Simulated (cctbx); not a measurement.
# Resonant diffraction in Ca2FeWS6

Space group R-3m (no. 166), a = 6.7590 Å, b = 6.7590 Å, c = 16.4710 Å, α = 90.00°, β = 90.00°, γ = 120.00°.

```
atom  mult.       x       y       z  Ueq (Å²)
  W1      3       0       0       0    0.0043
 Fe1      3     1/3     2/3     1/6    0.0131
 Ca1      6     1/3     2/3  0.4093    0.0090
  S1     18  0.4990  0.9981  0.2532    0.0068
```

The model is made up (kin elements in a known structure type, no relaxation), so it says nothing on whether the phase exists.

Calculated with cctbx: free-atom f′ and f″ from the Sasaki tables, no fine structure; amplitudes in electrons.

```
E (eV)  F 1 0 1  F 0 2 1  F 1 0 4  F 2 1 4
  6512    127.9    115.4    257.8    218.6
  6862    129.5    116.8    254.9    215.8
  6992    131.3    118.6    252.5    213.5
  7052    133.4    120.6    250.2    211.3
  7082    135.3    122.5    248.2    209.4
  7097    137.4    124.5    246.0    207.3
  7104    139.3    126.4    244.1    205.5
  7108    141.4    128.4    242.0    203.5
  7116    141.1    128.1    242.6    204.3
  7120    138.6    125.6    245.1    206.6
  7127    136.4    123.5    247.2    208.6
  7142    134.0    121.1    249.5    210.8
  7172    131.6    118.8    251.7    212.9
  7262    128.1    115.4    254.6    215.6
  7512    124.2    111.6    257.2    218.1
```

**Question.** Which edge is crossed, and why do the reflections move as they do?

The K edge of Fe. The edge is at 7112 eV. f′ of Fe falls from -3.8 e at 6992 eV to -7.3 e at 4 eV below it, and f″ steps from 0.47 to 3.94 e across it. Over that approach |F| changes by +8 % (1 0 1), +8 % (0 2 1), -4 % (1 0 4) and -5 % (2 1 4): a reflection falls where Fe scatters in phase with the total and rises where it scatters against it; it hardly moves where the Fe term is small or cancels by symmetry. Above the edge the larger f″ enters the imaginary part, where it can add to or cancel the other atoms' f″. The structure is centrosymmetric, so Friedel mates stay equal.

[Logs are printed without paths, hosts, clocks, repeated set-up lines and the standing remarks that a program may print on its own settings, such as how far it seeks lower states.]
